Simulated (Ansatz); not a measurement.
# K on Al(100): change of the work function, part 3 of 4

How does K on the hollow site change the work function of Al(100) as the layer fills?

Ansatz 0.2.0; plane-wave DFT, PBE, Ansatz PAW.

So far, work function, upper face (eV): step 2 (the clean slab) 4.29; step 3 (37 atoms, coverage 0.111 ML, cell 3x3) 1.88.

## Step 4: Adsorbate added, k-mesh 6×6×1, coverage 0.25 ML

System of this step: KAl16 (K/Al(100)). The cell holds 17 atoms: 16 Al and 1 K. Its edges and angles: a = 5.728 Å, b = 5.728 Å, c = 26.738 Å, α = 90.0°, β = 90.0°, γ = 90.0°. Vacuum lies along c.

Another coverage, to see how the dipoles act on each other as their distance changes.

The input, input.yaml:

```yaml
crystal:
  lattice:
    - [5.7275649276, 0.0, 0.0]
    - [0.0, 5.7275649276, 0.0]
    - [0.0, 0.0, 26.7384886602]
  atoms:
    - { symbol: Al, position: [0.25, 0.25, 0.3365934445] }
    - { symbol: Al, position: [0.0, 0.0, 0.4123269695] }
    - { symbol: Al, position: [0.25, 0.25, 0.4874745338] }
    - { symbol: Al, position: [0.0, 0.0, 0.5642013034] }
    - { symbol: Al, position: [0.25, 0.75, 0.3365934445] }
    - { symbol: Al, position: [0.0, 0.5, 0.4123269695] }
    - { symbol: Al, position: [0.25, 0.75, 0.4874745338] }
    - { symbol: Al, position: [0.0, 0.5, 0.5642013034] }
    - { symbol: Al, position: [0.75, 0.25, 0.3365934445] }
    - { symbol: Al, position: [0.5, 0.0, 0.4123269695] }
    - { symbol: Al, position: [0.75, 0.25, 0.4874745338] }
    - { symbol: Al, position: [0.5, 0.0, 0.5642013034] }
    - { symbol: Al, position: [0.75, 0.75, 0.3365934445] }
    - { symbol: Al, position: [0.5, 0.5, 0.4123269695] }
    - { symbol: Al, position: [0.75, 0.75, 0.4874745338] }
    - { symbol: Al, position: [0.5, 0.5, 0.5642013034] }
    - { symbol: K, position: [0.25, 0.25, 0.6634065555] }
kpoints:
  mp_grid: { grid: [6, 6, 1] }
hamiltonian:
  xc: pbe
scf:
  occupations: { method: fermi_dirac, width: 0.1 }
  convergence: { dr2_threshold: 1.0e-08 }
efield:
  axis: 3
  dipole_correction: true
  ramp_position: 0.97
  ramp_width: 0.06
relax:
  f_tol: 0.02
  max_steps: 60
  constraints: [{ sites: [0, 1, 4, 5, 8, 9, 12, 13] }]
output:
  dos: { projected: true, e_range: [-8, 4] }
  write_potential: true
  write_density: true
  volumetric_format: npy
  elf: true
```

Launch:

```sh
ansatz run input.yaml --threads 2 --pin off --max-ram 4096MiB --backend cpu --events-out ev --progress --plain --runs-dir out
```

What it wrote:

```text
[...]
Crystal: 17 atoms, lattice volume = 877.156 Å³
Basis set: ecut = 420 eV, 17261 PW (Γ), exchange–correlation on 80×80×360 points (8 copies of the dense FFT grid, shifted against one another)
Bands: 46, of which v1, the nominal top of the filled ones, is band 29 counted from 1 (28 counted from 0)
Symmetry: 8 space group operations
[...]
k-points: 10 of 36
[...]
SCF iter   1: F=—  HF=-10134.589609 eV  |F-HF|=—  |Δ(HF+E_count)|=         —  Δρ=1.40e-3  dr2=7.09e-1  ethr=1.77e-3  p=0.406 e·Å  D=8.38e-2 V/Å  ΔV_dip=-2.24 eV  dr2_dipole=3.30e-1  V_vac-E_F(+/−)=1.89/4.13 eV  ⟨swp⟩=19.5  Hψ=4039  notcnv=0  defer=2
[...]
SCF iter  11: F=-10134.562198 eV  HF=-10134.562198 eV  |F-HF|=2.78e-9  |Δ(HF+E_count)|=  2.66e-10  Δρ=9.47e-8  dr2=2.14e-9  ethr=1.75e-11  p=0.472 e·Å  D=9.73e-2 V/Å  ΔV_dip=-2.60 eV  dr2_dipole=1.76e-9  V_vac-E_F(+/−)=1.71/4.31 eV  ⟨swp⟩=10.4  Hψ=3502  notcnv=0
SCF 1 converged in 11 iterations: F = -10134.562198 eV  dr2 = 2.14e-9
[...]
relax step   1: F+E_penalty+E_count = -10134.56219814 eV  Δ(F+E_penalty+E_count) = +0.000e0 eV  max|allowed force component| = 4.866e-1 eV/Å  Δτ_max = 0.0000 Å  (11 SCF iters, accepted)
[...]
SCF iter  10: F=-10134.601161 eV  HF=-10134.601161 eV  |F-HF|=2.71e-10  |Δ(HF+E_count)|=   1.12e-8  Δρ=1.47e-7  dr2=9.58e-10  ethr=1.75e-11  p=0.456 e·Å  D=9.41e-2 V/Å  ΔV_dip=-2.52 eV  dr2_dipole=3.45e-10  V_vac-E_F(+/−)=1.79/4.31 eV  ⟨swp⟩=11.2  Hψ=3099  notcnv=0
SCF 2 converged in 10 iterations: F = -10134.601161 eV  dr2 = 9.58e-10
relax step   2: F+E_penalty+E_count = -10134.60116059 eV  Δ(F+E_penalty+E_count) = -3.896e-2 eV  max|allowed force component| = 2.523e-1 eV/Å  Δτ_max = 0.0688 Å  (10 SCF iters, accepted)
SCF iter   1: F=—  HF=-10134.618396 eV  |F-HF|=—  |Δ(HF+E_count)|=         —  Δρ=6.13e-4  dr2=2.93e-2  ethr=5.46e-4  p=0.456 e·Å  D=9.41e-2 V/Å  ΔV_dip=-2.52 eV  dr2_dipole=3.22e-3  V_vac-E_F(+/−)=1.79/4.31 eV  ⟨swp⟩=3.3  Hψ=1190  notcnv=0
[...]
SCF iter   9: F=-10134.616879 eV  HF=-10134.616879 eV  |F-HF|=5.11e-10  |Δ(HF+E_count)|=   1.57e-8  Δρ=2.88e-7  dr2=4.78e-9  ethr=1.75e-11  p=0.439 e·Å  D=9.06e-2 V/Å  ΔV_dip=-2.42 eV  dr2_dipole=1.06e-9  V_vac-E_F(+/−)=1.89/4.31 eV  ⟨swp⟩=11.0  Hψ=3090  notcnv=0
SCF 3 converged in 9 iterations: F = -10134.616879 eV  dr2 = 4.78e-9
relax step   3: F+E_penalty+E_count = -10134.61687887 eV  Δ(F+E_penalty+E_count) = -1.572e-2 eV  max|allowed force component| = 5.108e-2 eV/Å  Δτ_max = 0.1096 Å  (9 SCF iters, accepted)
SCF iter   1: F=—  HF=-10134.617218 eV  |F-HF|=—  |Δ(HF+E_count)|=         —  Δρ=2.01e-4  dr2=2.43e-3  ethr=6.47e-5  p=0.439 e·Å  D=9.06e-2 V/Å  ΔV_dip=-2.42 eV  dr2_dipole=5.57e-4  V_vac-E_F(+/−)=1.89/4.31 eV  ⟨swp⟩=3.4  Hψ=1026  notcnv=0
[...]
SCF iter   7: F=-10134.617622 eV  HF=-10134.617622 eV  |F-HF|=2.53e-10  |Δ(HF+E_count)|=   1.96e-8  Δρ=6.26e-7  dr2=8.57e-9  ethr=1.75e-11  p=0.433 e·Å  D=8.94e-2 V/Å  ΔV_dip=-2.39 eV  dr2_dipole=8.25e-10  V_vac-E_F(+/−)=1.92/4.31 eV  ⟨swp⟩=8.2  Hψ=3171  notcnv=0
SCF 4 converged in 7 iterations: F = -10134.617622 eV  dr2 = 8.57e-9
relax step   4: F+E_penalty+E_count = -10134.61762151 eV  Δ(F+E_penalty+E_count) = -7.426e-4 eV  max|allowed force component| = 1.283e-2 eV/Å  Δτ_max = 0.0389 Å  (7 SCF iters, accepted)
[...]
SCF converged after 7 iterations
Free energy (F): -10134.617622 eV
[...]
Internal energy: -10134.340360 eV  (E = F + TS)
E sigma→0 (E₀):  -10134.478991 eV
Entropy (-TS):   -0.277262 eV (-16.310 meV/atom)
Fermi energy:    0.638693 eV
Dipole field:    D = 0.089362 V/Å  (p = 0.433180 e·Å, saw-weighted, corrected)
Work function:   Φ+ = 1.9186 eV   Φ− = 4.3083 eV
[...]
--- Forces (eV/Å), atoms counted from 1 ---
  atom   1  Al     0.00000000     0.00000000    -0.05564215
  atom   2  Al    -0.00155525    -0.00155525     0.06824217
  atom   3  Al     0.00000000     0.00000000    -0.00155062
  atom   4  Al    -0.00082823    -0.00082823     0.00474656
  atom   5  Al     0.00000000     0.00000000    -0.07037461
  atom   6  Al    -0.00155525     0.00155525     0.06824217
  atom   7  Al    -0.00000000     0.00000000    -0.00073468
  atom   8  Al    -0.00082823     0.00082823     0.00474656
  atom   9  Al     0.00000000     0.00000000    -0.07037461
  atom  10  Al     0.00155525    -0.00155525     0.06824217
  atom  11  Al     0.00000000     0.00000000    -0.00073468
  atom  12  Al     0.00082823    -0.00082823     0.00474656
  atom  13  Al    -0.00000000     0.00000000    -0.08050372
  atom  14  Al     0.00155525     0.00155525     0.06824217
  atom  15  Al    -0.00000000     0.00000000     0.00069349
  atom  16  Al     0.00082823     0.00082823     0.00474656
  atom  17  K      0.00000000     0.00000000    -0.01282581
  max |Σ_I F_I| component: 9.24e-5 eV/Å
--- Band table (eV; the first three rows and the last of 10) ---
  k-point 0: bands = [... 25 lower, -0.4954, -0.4941, 0.4786, 0.4786, 0.4936, 0.5957, 0.6029, 0.9102, ... 13 higher]
  k-point 1: bands = [... 25 lower, -0.3905, 0.5342, 0.5384, 0.5829, 0.6228, 0.6799, 0.6889, 0.7165, ... 13 higher]
  k-point 2: bands = [... 25 lower, -0.3170, -0.2798, 0.3409, 0.9316, 1.0044, 1.0570, 1.1720, 1.9121, ... 13 higher]
  k-point 9: bands = [... 25 lower, 0.5342, 0.5345, 0.5754, 1.4990, 1.4990, 1.5005, 1.5187, 1.6653, ... 13 higher]
--- Relaxed structure (4 steps of the walk, 4 accepted, 0 SCFs on fresh bases) ---
  F+E_penalty+E_count = -10134.61762151 eV   max|allowed force component| = 1.283e-2 eV/Å
  atoms:
    - { symbol: Al, position: [0.25, 0.25, 0.3365934445] }
    - { symbol: Al, position: [0.0, 0.0, 0.4123269695] }
    - { symbol: Al, position: [0.25, 0.25, 0.487756] }
    - { symbol: Al, position: [-0.00119477, -0.00119477, 0.563548] }
    - { symbol: Al, position: [0.25, 0.75, 0.3365934445] }
    - { symbol: Al, position: [0.0, 0.5, 0.4123269695] }
    - { symbol: Al, position: [0.25, 0.75, 0.487632] }
    - { symbol: Al, position: [-0.00119477, 0.501195, 0.563548] }
    - { symbol: Al, position: [0.75, 0.25, 0.3365934445] }
    - { symbol: Al, position: [0.5, 0.0, 0.4123269695] }
    - { symbol: Al, position: [0.75, 0.25, 0.487632] }
    - { symbol: Al, position: [0.501195, -0.00119477, 0.563548] }
    - { symbol: Al, position: [0.75, 0.75, 0.3365934445] }
    - { symbol: Al, position: [0.5, 0.5, 0.4123269695] }
    - { symbol: Al, position: [0.75, 0.75, 0.487517] }
    - { symbol: Al, position: [0.501195, 0.501195, 0.563548] }
    - { symbol: K, position: [0.25, 0.25, 0.671534] }
```

It took 87 s on 2 threads of Arm Neoverse V1, shared host; peak memory 1 GiB; 2.8 min of CPU time.

Relaxation path:

| step | energy less that of the first step (eV) | largest force component (eV/Å) |
| --- | --- | --- |
| 1 | 0.0000 | 0.4866 |
| 2 | -0.0390 | 0.2523 |
| 3 | -0.0547 | 0.0511 |
| 4 | -0.0554 | 0.0128 |

The run keeps the 8 symmetry operations that the program found, so distortions that break them were not tested.

The atoms that moved most (Å):

| atom | dx | dy | dz | length |
| --- | --- | --- | --- | --- |
| K17 | 0.000 | 0.000 | 0.217 | 0.217 |
| Al16 | 0.007 | 0.007 | -0.017 | 0.020 |
| Al12 | 0.007 | -0.007 | -0.017 | 0.020 |
| Al8 | -0.007 | 0.007 | -0.017 | 0.020 |
| Al4 | -0.007 | -0.007 | -0.017 | 0.020 |
| Al3 | 0.000 | 0.000 | 0.008 | 0.008 |

Final coordinates:

```xyz
17
Lattice="5.7276 0.0000 0.0000 0.0000 5.7276 0.0000 0.0000 0.0000 26.7385" Properties=species:S:1:pos:R:3
Al    1.4319    1.4319    9.0000
Al    0.0000    0.0000   11.0250
Al    1.4319    1.4319   13.0419
Al   -0.0068   -0.0068   15.0684
Al    1.4319    4.2957    9.0000
Al    0.0000    2.8638   11.0250
Al    1.4319    4.2957   13.0385
Al   -0.0068    2.8706   15.0684
Al    4.2957    1.4319    9.0000
Al    2.8638    0.0000   11.0250
Al    4.2957    1.4319   13.0385
Al    2.8706   -0.0068   15.0684
Al    4.2957    4.2957    9.0000
Al    2.8638    2.8638   11.0250
Al    4.2957    4.2957   13.0355
Al    2.8706    2.8706   15.0684
K     1.4319    1.4319   17.9558
```

Read from the output:

```
energy at zero smearing        : -10134.4790 eV
work function, upper face      : 1.919 eV
work function, lower face      : 4.308 eV
dipole along the normal        : 0.4332 e·Å
step between the vacuum levels : -2.390 eV
```

The density of states has structure finer than the step of the table below, so its rows give means over 0.25 eV. Peaks (eV: height): -6.050: 19.4, -1.020: 13.5, 0.210: 11.0, 0.660: 12.0, 0.840: 11.0, 1.350: 18.1, 1.620: 13.3.

Density of states against energy, zero at the Fermi level; means over each step:

| energy (eV) | density of states (states/eV a cell) |
| --- | --- |
| -7.75 | 2.89 |
| -7.50 | 2.58 |
| -7.25 | 4.10 |
| -7.00 | 3.45 |
| -6.75 | 3.62 |
| -6.50 | 4.07 |
| -6.25 | 4.90 |
| -6.00 | 7.20 |
| -5.75 | 3.75 |
| -5.50 | 2.69 |
| -5.25 | 4.02 |
| -5.00 | 4.28 |
| -4.75 | 5.52 |
| -4.50 | 5.77 |
| -4.25 | 5.92 |
| -4.00 | 4.82 |
| -3.75 | 6.20 |
| -3.50 | 3.56 |
| -3.25 | 4.75 |
| -3.00 | 9.46 |
| -2.75 | 6.69 |
| -2.50 | 4.50 |
| -2.25 | 7.59 |
| -2.00 | 7.81 |
| -1.75 | 4.97 |
| -1.50 | 7.59 |
| -1.25 | 5.99 |
| -1.00 | 9.01 |
| -0.75 | 7.84 |
| -0.50 | 8.63 |
| -0.25 | 7.15 |
| 0.00 | 4.94 |
| 0.25 | 9.72 |
| 0.50 | 9.47 |
| 0.75 | 10.0 |
| 1.00 | 7.82 |
| 1.25 | 12.2 |
| 1.50 | 9.81 |
| 1.75 | 8.23 |

Projected DOS per atom over height of the atomic layer and energy from the Fermi level. Layers: Al4 Al4 Al4 Al4 K from below.

Ten even steps from '_' (0.00 states/eV) to '@' (1.11 states/eV), each cell a mean:
```
--::----..
====++==--
++----++##
++----++@@
--::::--++
========__
++----++__
==::::==__
==::::==__
------==__
--======__
--::::--__
--::::--__
--::::--__
::------__
::::::::__
........__
::----::__
..::::::__
..::::..__
..::::..__
........__
```
Columns: height of the atomic layer (Å) from 9 to 18.0 (not evenly spaced); rows upwards: energy from the Fermi level (eV) from -7.96 to 1.95.

Valence density in the ca plane at fractional y = 0.250, with atoms of Al and K within 0.2 Å of it. It is the smooth field of the valence electrons, not physical close to the nuclei.

Ten steps, logarithmic in the rise over the least value, from '0' (0.0 e/Å³) to '9' (4.1 e/Å³), each cell a mean:
```
33333333333333333333321100000000000000000000
33333333333333333333221100000000000000000000
32233333333322333322211000000000000000000000
22223332333322233322211000000000000000000000
32233333333322333322211000000000000000000000
33333333333333333333221100000000000000000000
33333333333333333333321100000000000000000000
33333333333333333333322112221000000000000000
33333333333333333333322235653200000000000000
33333333333333333332222358886310000000000000
22233332333322233322222379998520000000000000
22233332333322233322222379998520000000000000
33333333333333333332222358886310000000000000
33333333333333333333322234553200000000000000
33333333333333333333322111221000000000000000
```
Columns run along c (16.0 Å, from fractional 0.32 to 0.92 of the cell), rows up along a (5.7 Å). Atoms in or near the plane, at fractional coordinates: Al at (0.34, 0.25), Al at (0.49, 0.25), Al at (0.34, 0.75), Al at (0.49, 0.75), K at (0.67, 0.25).

Electrostatic potential energy in the ca plane at fractional y = 0.250, with atoms of Al and K within 0.2 Å of it. With pseudopotentials it is smooth inside the atoms' cores, unlike the true potential.

Values in eV, 8 rows by 16 columns, each cell a mean:
```
 -8  -3   1   0  -7  -3   1   2   4   2   2   2   3   3   3   3
-12 -11   2  -2 -12 -11   2   4   4   3   3   3   3   3   3   3
-14 -10   2  -1 -14 -10   2   3   4   3   3   3   3   3   3   3
 -4  -1   0   1  -3   0   1   2   3   1   1   2   3   3   3   3
 -8  -3   0   0  -7  -3   1   2   1  -8  -4   1   3   3   3   3
-12 -11   2  -2 -12 -11   2   3  -4 -19 -12   1   3   3   3   3
-14 -10   2  -1 -13 -10   2   3  -3 -18 -11   1   3   3   3   3
 -4  -1   0   1  -3  -1   1   2   2  -4  -1   2   3   3   3   3
```
Columns run along c (16.0 Å, from fractional 0.32 to 0.92 of the cell; values clipped at the 3rd and 97th percentile), rows up along a (5.7 Å). Atoms in or near the plane, at fractional coordinates: Al at (0.34, 0.25), Al at (0.49, 0.25), Al at (0.34, 0.75), Al at (0.49, 0.75), K at (0.67, 0.25).

ELF in the ca plane at fractional y = 0.250, with atoms of Al and K within 0.2 Å of it. It is the smooth field of the valence electrons, not physical close to the nuclei.

Values, 8 rows by 16 columns, each cell a mean:
```
0.70 0.60 0.53 0.55 0.56 0.60 0.55 0.56 0.27 0.03 0.02 0.11 0.36 0.30 0.12 0.03
0.28 0.33 0.31 0.45 0.18 0.34 0.32 0.23 0.14 0.05 0.06 0.21 0.34 0.25 0.10 0.02
0.35 0.41 0.36 0.48 0.24 0.42 0.37 0.30 0.18 0.05 0.04 0.19 0.35 0.26 0.10 0.02
0.75 0.61 0.58 0.57 0.61 0.61 0.61 0.64 0.26 0.04 0.03 0.08 0.36 0.33 0.13 0.03
0.71 0.60 0.53 0.55 0.56 0.60 0.56 0.56 0.17 0.59 0.40 0.03 0.30 0.40 0.17 0.04
0.28 0.33 0.31 0.45 0.17 0.34 0.31 0.22 0.31 0.79 0.74 0.06 0.25 0.45 0.20 0.04
0.35 0.41 0.36 0.48 0.25 0.42 0.37 0.30 0.27 0.82 0.70 0.05 0.26 0.44 0.19 0.04
0.75 0.61 0.58 0.56 0.60 0.61 0.61 0.63 0.18 0.39 0.25 0.03 0.32 0.38 0.16 0.03
```
Columns run along c (16.0 Å, from fractional 0.32 to 0.92 of the cell), rows up along a (5.7 Å). Atoms in or near the plane, at fractional coordinates: Al at (0.34, 0.25), Al at (0.49, 0.25), Al at (0.34, 0.75), Al at (0.49, 0.75), K at (0.67, 0.25).

The relaxation took 4 steps and lowered the energy by 0.055 eV; the largest force on the free atoms ends at 0.013 eV/Å.

By hand: a sheet of dipoles makes a step −p/(ε₀A) in the electron's potential. With e/ε₀ = 180.95 V·Å, p = 0.4332 e·Å and A = 32.80 Å², that is −180.95 × (0.4332) / 32.80 = -2.389 eV, and the two vacuum levels of the run differ by -2.390 eV.

The covered face has 1.92 eV, -2.37 eV against the clean one; the bare back face has moved by +0.01 eV, a measure of how thin the slab is.

(Continued in part 4 of 4.)

[Long decimals in the printed logs are rounded to 6 places.]

[Logs are printed without paths, hosts, clocks, repeated set-up lines and the standing remarks that a program may print on its own settings, such as how far it seeks lower states.]

[Hosts, paths, dates, database ids (printed as entryN), source tags and the programs' standing remarks are cut or masked in the printed files.]

[Maps of the electrostatic potential energy from Ansatz leave out the sawtooth potential of an applied field or a dipole correction, so their vacuum need not be flat; planar profiles and work functions include it.]

[The density of states shown here was stored with 400 of the rows of the run's finer table, so its peaks can read low, often by over a quarter, or be missed, and its means over a window can be off by a tenth or more.]
